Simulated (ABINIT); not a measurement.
# A GW chain in ABINIT: TiO2 (Pbcn), part 3 of 3

How does a plane-wave GW calculation on TiO2 (Pbcn) run from the first input to the gap?

ABINIT 10.8.3; LDA and many-body steps on it, plane waves. Known limits of the many-body steps: not at the basis limit; coarse k mesh.

So far. Step 3 (Bands along the symmetry lines): The gap is 2.560 eV, as in the run before at this level. Step 4 (Empty states on the mesh, 2×2×2 mesh, 601 bands): On this mesh the gap is 2.560 eV.

### Step 5. Screening, 2×2×2 mesh, 547 bands, screening to 201.4 eV

The RPA dielectric matrix is built and inverted for each q.

This step: RPA screening on LDA, plane waves, norm-conserving pseudopotentials.

Contents of run.abi:

```
acell 3*1.0 Angstrom
rprim 
  4.545349550000 0.000000000000 0.000000000000
  0.000000000000 5.519619440000 0.000000000000
  0.000000000000 0.000000000000 4.909196860000
ntypat 2
znucl 22 8
natom 12
typat 1 1 1 1 2 2 2 2 2 2 2 2
xred 
  0.500000000000 0.672990930000 0.750000000000
  0.000000000000 0.827009070000 0.250000000000
  0.500000000000 0.327009070000 0.250000000000
  0.000000000000 0.172990930000 0.750000000000
  0.728549380000 0.618275360000 0.081350920000
  0.228549380000 0.881724640000 0.918649080000
  0.771450620000 0.881724640000 0.581350920000
  0.271450620000 0.618275360000 0.418649080000
  0.728549380000 0.381724640000 0.581350920000
  0.228549380000 0.118275360000 0.418649080000
  0.771450620000 0.118275360000 0.081350920000
  0.271450620000 0.381724640000 0.918649080000
pp_dirpath "pseudos"
pseudos "Ti.upf, O.upf"
ecut 38
ngkpt 2 2 2
nshiftk 1
shiftk 0 0 0
kptopt 1
chksymbreak 0
istwfk *1
occopt 1
irdwfk 1
optdriver 3
nband 547
ecuteps 7.4
inclvkb 2
awtr 1
symchi 1
indata_prefix "in"
outdata_prefix "out"
tmpdata_prefix "tmp"
```

Command:

```sh
> OMP_NUM_THREADS=1 mpirun -n 4 abinit run.abi > log
```

Numbers of over 12 decimals in the logs are rounded to 6 here.

What it wrote:

```text
.Version 10.8.3 of ABINIT. v10.8.2 released Aug 2026.

 Symmetries : space group Pb c n (# 60); Bravais oP (primitive ortho.)
[... echo of the input left out ...]
== DATASET  1 ==================================================================
-   mpi_nproc: 4, omp_nthreads: 1 (-1 if OMP is not activated)

--- !DatasetInfo
iteration_state: {dtset: 1, }
dimensions: {natom: 12, nkpt: 8, mband: 547, nsppol: 1, nspinor: 1, nspden: 1, mpw: 9332, }
cutoff_energies: {ecut:  38.0, pawecutdg:  -1.0, }
electrons: {nelect:   9.60000000E+01, charge:   0.00000000E+00, occopt:   1.00000000E+00, tsmear:   1.00000000E-02, }

 SCREENING: Calculation of the susceptibility and dielectric matrices

 Based on a program developped by R.W. Godby, V. Olevano, G. Onida, and L. Reining.
 Incorporated in ABINIT by V. Olevano, G.-M. Rignanese, and M. Torrent.
.Using double precision arithmetic ; gwpc =  8

[... cell and pseudopotentials left out ...]
--------------------------------------------------------------------------------

 ==== K-mesh for the wavefunctions ====
 Number of points in the irreducible wedge :     8
[... list of points left out ...]
 Together with  8 symmetry operations and time-reversal symmetry
 yields     8 points in the full Brillouin Zone.

 ==== Q-mesh for the screening function ====
 Number of points in the irreducible wedge :     8
[... list of points left out ...]
 Together with  8 symmetry operations and time-reversal symmetry
 yields     8 points in the full Brillouin Zone.

 setmesh: FFT mesh size selected  =    48x   54x   48
          total number of points  =       124416

 vcoul_init : cutoff-mode = AUXILIARY_FUNCTION
 q-points for optical limit:   1
     1)      0.000010    0.000020    0.000030

- screening: taking advantage of time-reversal symmetry
- Maximum band index for partially occupied states nbvw = 48
- Remaining bands to be divided among processors   nbcw = 499
- Number of bands treated by each node ~124

 Number of electrons calculated from density =   96.0000; Expected =   96.0000
 average of density, n =  0.115502
 r_s =    1.2738
 omega_plasma =   32.7831 [eV]

 calculating chi0 at frequencies [eV] :
  1    0.000000E+00    0.000000E+00
  2    0.000000E+00    3.278306E+01

--------------------------------------------------------------------------------
  q-point number  1        q = ( 0.000000, 0.000000, 0.000000) [r.l.u.]
--------------------------------------------------------------------------------
[... chi0 elements left out ...]
 For q-point:  0.000010 0.000020 0.000030
  dielectric constant =   7.4801
  dielectric constant without local fields =   7.9736

  Average fulfillment of the sum rule on Im[epsilon] for q-point    1 :     78.41  [%]
[... wings left out ...]
  q-point number  2        q = ( 0.500000, 0.000000, 0.000000) [r.l.u.]
--------------------------------------------------------------------------------
[... chi0 elements left out ...]
  Average fulfillment of the sum rule on Im[epsilon] for q-point    2 :     80.54  [%]

 [... 6 further q-points ...]
```

Wall time 28 min (4 MPI ranks of Arm Neoverse V1, shared host); peak memory 12 GiB; 1.9 h of CPU time.

This step gave:

```yaml
eps_infinity_with_local_fields_on_this_mesh_along_the_program_s_q_direction: 7.480
the_same_without_local_fields: 7.974
plasma_frequency: 32.78 eV
plane_waves_in_the_screening_matrix: 793
```

Local fields lower ε∞ by 6 %. On a Γ-centred mesh this coarse the value itself is usually too large, while a short band sum pulls it down.

### Step 6. Self-energy, 2×2×2 mesh, 547 bands, screening to 201.4 eV

The self-energy is evaluated for the states that the input lists, and the levels follow from it, in one-shot runs by the linearised quasiparticle equation.

This step: G0W0 on LDA, plane waves, norm-conserving pseudopotentials.

Edit run.abi of step 5 so:

```diff
@@ -33,8 +33,29 @@
 irdwfk 1
-optdriver 3
+optdriver 4
 nband 547
+gwcalctyp 0
+ecutsigx 38
+symsigma 1
+nkptgw 8
+kptgw 
+  0.0000000000 0.0000000000 0.0000000000
+  0.0000000000 0.0000000000 0.5000000000
+  0.5000000000 0.0000000000 0.0000000000
+  0.0000000000 0.5000000000 0.0000000000
+  0.5000000000 0.5000000000 0.0000000000
+  0.5000000000 0.0000000000 0.5000000000
+  0.0000000000 0.5000000000 0.5000000000
+  0.5000000000 0.5000000000 0.5000000000
+bdgw 
+  47 50
+  47 50
+  47 50
+  47 50
+  47 50
+  45 52
+  45 52
+  45 52
 ecuteps 7.4
-inclvkb 2
-awtr 1
-symchi 1
+irdscr 1
+ppmodel 1
 indata_prefix "in"
```

What it wrote:

```text
.Version 10.8.3 of ABINIT. v10.8.2 released Aug 2026.

 Symmetries : space group Pb c n (# 60); Bravais oP (primitive ortho.)
[... echo of the input left out ...]
== DATASET  1 ==================================================================
-   mpi_nproc: 4, omp_nthreads: 1 (-1 if OMP is not activated)

--- !DatasetInfo
iteration_state: {dtset: 1, }
dimensions: {natom: 12, nkpt: 8, mband: 547, nsppol: 1, nspinor: 1, nspden: 1, mpw: 9332, }
cutoff_energies: {ecut:  38.0, pawecutdg:  -1.0, }
electrons: {nelect:   9.60000000E+01, charge:   0.00000000E+00, occopt:   1.00000000E+00, tsmear:   1.00000000E-02, }

 SIGMA: Calculation of the GW corrections

 Based on a program developped by R.W. Godby, V. Olevano, G. Onida, and L. Reining.
 Incorporated in ABINIT by V. Olevano, G.-M. Rignanese, and M. Torrent.
.Using double precision arithmetic ; gwpc =  8

[... cell and pseudopotentials left out ...]
--------------------------------------------------------------------------------

 ==== K-mesh for the wavefunctions ====
 Number of points in the irreducible wedge :     8
[... list of points left out ...]
 Together with  8 symmetry operations and time-reversal symmetry
 yields     8 points in the full Brillouin Zone.

 ==== Q-mesh for screening function ====
 Number of points in the irreducible wedge :     8
[... list of points left out ...]
 Together with  8 symmetry operations and time-reversal symmetry
 yields     8 points in the full Brillouin Zone.

 vcoul_init : cutoff-mode = AUXILIARY_FUNCTION
 q-points for optical limit:   1
     1)      0.000010    0.000020    0.000030
 setmesh: FFT mesh size selected  =    48x   60x   54
          total number of points  =       155520

 Number of electrons calculated from density =   96.0000; Expected =   96.0000
 average of density, n =  0.115502
 r_s =    1.2738
 omega_plasma =   32.7831 [eV]

 === KS Band Gaps ===
  >>>> For spin  1
   Minimum direct gap =   2.6309 [eV], located at k-point      :   0.0000  0.0000  0.0000
   Fundamental gap    =   2.5596 [eV], Top of valence bands at :   0.0000  0.0000  0.0000
                                       Bottom of conduction at :   0.0000  0.0000  0.5000
 SIGMA fundamental parameters:
 PLASMON POLE MODEL  1
 number of plane-waves for SigmaX                 9323
 number of plane-waves for SigmaC and W            793
 number of plane-waves for wavefunctions          9323
 number of bands                                   547
 number of independent spin polarizations            1
 number of spinorial components                      1
 number of k-points in IBZ                           8
 number of q-points in IBZ                           8
 number of symmetry operations                       8
 number of k-points in BZ                            8
 number of q-points in BZ                            8
 number of frequencies for dSigma/dE                 9
 frequency step for dSigma/dE [eV]                0.25
 number of omega for Sigma on real axis              0
 max omega for Sigma on real axis  [eV]           0.00
 zcut for avoiding poles [eV]                     0.10

 EPSILON^-1 parameters (SCR file):
 dimension of the eps^-1 matrix on file            793
 dimension of the eps^-1 matrix used               793
 number of plane-waves for wavefunctions          9323
 number of bands                                   547
 number of q-points in IBZ                           8
 number of frequencies                               2
 number of real frequencies                          1
 number of imag frequencies                          1

 matrix elements of self-energy operator (all in [eV])

 Perturbative Calculation

--- !SelfEnergy_ee
iteration_state: {dtset: 1, }
kpoint     : [   0.000,    0.000,    0.000, ]
spin       : 1
KS_gap     :    2.631
QP_gap     :    4.258
Delta_QP_KS:    1.627
data: !SigmaeeData |
     Band     E0 <VxcDFT>   SigX SigC(E0)      Z dSigC/dE  Sig(E)    E-E0       E
       47   5.011 -19.853 -24.583   4.533   0.767  -0.304 -20.005  -0.151   4.859
       48   5.038 -19.965 -24.561   4.412   0.767  -0.303 -20.107  -0.141   4.897
       49   7.669 -20.315 -12.259  -6.147   0.778  -0.285 -18.829   1.486   9.155
       50   7.676 -20.379 -12.145  -6.304   0.778  -0.286 -18.878   1.501   9.177

--- !SelfEnergy_ee
iteration_state: {dtset: 1, }
kpoint     : [   0.000,    0.000,    0.500, ]
spin       : 1
KS_gap     :    2.873
QP_gap     :    4.458
Delta_QP_KS:    1.586
data: !SigmaeeData |
     Band     E0 <VxcDFT>   SigX SigC(E0)      Z dSigC/dE  Sig(E)    E-E0       E
       47   4.725 -19.638 -24.402   4.537   0.767  -0.304 -19.812  -0.175   4.550
       48   4.725 -19.638 -24.402   4.537   0.767  -0.304 -19.812  -0.175   4.550
       49   7.598 -19.874 -12.164  -5.903   0.781  -0.280 -18.463   1.411   9.009
       50   7.598 -19.874 -12.164  -5.903   0.781  -0.280 -18.463   1.411   9.009

--- !SelfEnergy_ee
iteration_state: {dtset: 1, }
kpoint     : [   0.500,    0.000,    0.000, ]
spin       : 1
KS_gap     :    3.323
QP_gap     :    4.916
Delta_QP_KS:    1.593
data: !SigmaeeData |
     Band     E0 <VxcDFT>   SigX SigC(E0)      Z dSigC/dE  Sig(E)    E-E0       E
       47   4.776 -19.874 -24.387   4.344   0.766  -0.305 -20.003  -0.129   4.647
       48   4.776 -19.874 -24.387   4.344   0.766  -0.305 -20.003  -0.129   4.647
[...]
--- !SelfEnergy_ee
iteration_state: {dtset: 1, }
kpoint     : [   0.000,    0.500,    0.000, ]
spin       : 1
KS_gap     :    2.894
QP_gap     :    4.526
Delta_QP_KS:    1.632
data: !SigmaeeData |
     Band     E0 <VxcDFT>   SigX SigC(E0)      Z dSigC/dE  Sig(E)    E-E0       E
[...]
--- !SelfEnergy_ee
iteration_state: {dtset: 1, }
kpoint     : [   0.500,    0.500,    0.000, ]
spin       : 1
KS_gap     :    3.289
QP_gap     :    4.958
Delta_QP_KS:    1.668
data: !SigmaeeData |
     Band     E0 <VxcDFT>   SigX SigC(E0)      Z dSigC/dE  Sig(E)    E-E0       E
[...]
--- !SelfEnergy_ee
iteration_state: {dtset: 1, }
kpoint     : [   0.500,    0.000,    0.500, ]
spin       : 1
KS_gap     :    3.455
QP_gap     :    5.136
Delta_QP_KS:    1.681
data: !SigmaeeData |
     Band     E0 <VxcDFT>   SigX SigC(E0)      Z dSigC/dE  Sig(E)    E-E0       E
[...]
--- !SelfEnergy_ee
iteration_state: {dtset: 1, }
kpoint     : [   0.000,    0.500,    0.500, ]
spin       : 1
KS_gap     :    3.328
QP_gap     :    4.945
Delta_QP_KS:    1.618
data: !SigmaeeData |
     Band     E0 <VxcDFT>   SigX SigC(E0)      Z dSigC/dE  Sig(E)    E-E0       E
[...]
--- !SelfEnergy_ee
iteration_state: {dtset: 1, }
kpoint     : [   0.500,    0.500,    0.500, ]
spin       : 1
KS_gap     :    3.771
QP_gap     :    5.401
Delta_QP_KS:    1.629
data: !SigmaeeData |
     Band     E0 <VxcDFT>   SigX SigC(E0)      Z dSigC/dE  Sig(E)    E-E0       E
[...]
48   4.220 -19.441 -24.064   4.387   0.768  -0.302 -19.622  -0.181   4.039
       49   7.991 -20.385 -12.535  -5.983   0.776  -0.288 -18.936   1.448   9.439
       50   7.991 -20.385 -12.535  -5.983   0.776  -0.288 -18.936   1.448   9.439
       51   7.991 -20.385 -12.535  -5.983   0.776  -0.288 -18.936   1.448   9.439
       52   7.991 -20.385 -12.535  -5.983   0.776  -0.288 -18.936   1.448   9.439

 New Fermi energy :        2.335837E-01 Ha ,    6.356137E+00 eV

 === QP Band Gaps ===
  >>>> For spin  1
   Minimum direct gap =   4.2578 [eV], located at k-point      :   0.0000  0.0000  0.0000
   Fundamental gap    =   4.1119 [eV], Top of valence bands at :   0.0000  0.0000  0.0000
                                       Bottom of conduction at :   0.0000  0.0000  0.5000

== END DATASET(S) ==============================================================
================================================================================

 -outvars: echo values of variables after computation  --------
           etotal      0.0000000000E+00
            nband         547
             nkpt           8
          spgroup          60
 [... the other variables as echoed above ...]

 Calculation completed.
```

Elapsed: 24 min, on 4 MPI ranks; peak memory 11 GiB; 1.6 h of CPU time.

This step gave:

```yaml
g0w0_gap_on_the_mesh: 4.112 eV
starting_gap_on_the_mesh: 2.560 eV
k_of_the_valence_top: 0, 0, 0
k_of_the_conduction_bottom: 0, 0, 0.5
z_at_the_valence_top: 0.767
z_at_the_conduction_bottom: 0.781
least_direct_g0w0_gap_on_the_computed_points: 4.258 eV
```

The gap on the mesh goes from 2.56 eV to 4.11 eV, a correction of +1.55 eV.

Limits: finite bands, cutoff and mesh; coarse k mesh. v1 is the top filled band, c1 the lowest empty one. Levels before and after the correction, in eV, zero at the valence-band top of each column:

```
           conduction bottom  valence top
Kohn-Sham               2.56         0.00
     G0W0               4.11         0.00
```

```
                     level  energy (eV)
Kohn-Sham             Γ v2       -0.027
Kohn-Sham             Γ v1        0.000
Kohn-Sham             Γ c1        2.631
Kohn-Sham             Γ c2        2.638
Kohn-Sham  (0 0 0.5) v2-v1       -0.313
Kohn-Sham  (0 0 0.5) c1-c2        2.560
     G0W0             Γ v2       -0.038
     G0W0             Γ v1        0.000
     G0W0             Γ c1        4.258
     G0W0             Γ c2        4.280
     G0W0  (0 0 0.5) v2-v1       -0.347
     G0W0  (0 0 0.5) c1-c2        4.112
```

### Step 7. Where the time went

Times are wall times on 4 MPI ranks of Arm Neoverse V1, shared host, good to a factor of about two.

```
                          step     time  share  memory (GiB)
                  ground state  4.2 min    5 %          0.58
bands along the symmetry lines  4.5 min    6 %          0.78
      empty states on the mesh   19 min   24 %           1.1
                     screening   28 min   35 %            12
                   self-energy   24 min   30 %            11
```

### Step 8. Summary of results

```
LDA gap              : 2.56 eV, indirect
G0W0 gap on the mesh : 4.11 eV
GW settings          : 2×2×2 mesh, 547 bands, screening to 201.4 eV, Godby-Needs plasmon pole
known limits         : not at the basis limit; coarse k mesh
```

In words: G0W0 moves the gap on the mesh from 2.56 eV to 4.11 eV (+1.55 eV), with Z of 0.77 and 0.78 at the edges. Local fields lower the RPA ε∞ on this mesh from 7.97 to 7.48; a Γ-centred mesh this coarse tends to raise both, most where the direct gap is narrow, while a short band sum lowers them. Bands and cutoff are finite, so the gap is not at the basis limit. The miss can reach some tenths of an eV and take either sign; the mesh is an error of its own. The 2×2×2 mesh is coarse for this cell, which bears on the long-range parts of exchange and screening.

[Paths, hosts, dates, memory and timing lines, banners, echoed tables and standing remarks are left out of the program output.]

[Logs are printed without paths, hosts, clocks, repeated set-up lines and the standing remarks that a program may print on its own settings, such as how far it seeks lower states.]

[Runs of the session that timed out or met a known fault of the program may be left out.]

[Hosts, paths, dates, database ids (printed as entryN), source tags and the programs' standing remarks are cut or masked in the printed files.]

[G0W0 gaps are taken among the corrected bands and points alone; a level outside them can change the order at an edge.]

[Where Ansatz stands beside ABINIT at settings called matched, ABINIT's density can come from a denser mesh and the files from another edition; pairs whose starting gaps differed by over 0.03 eV were left out, so agreement reads better than it is.]
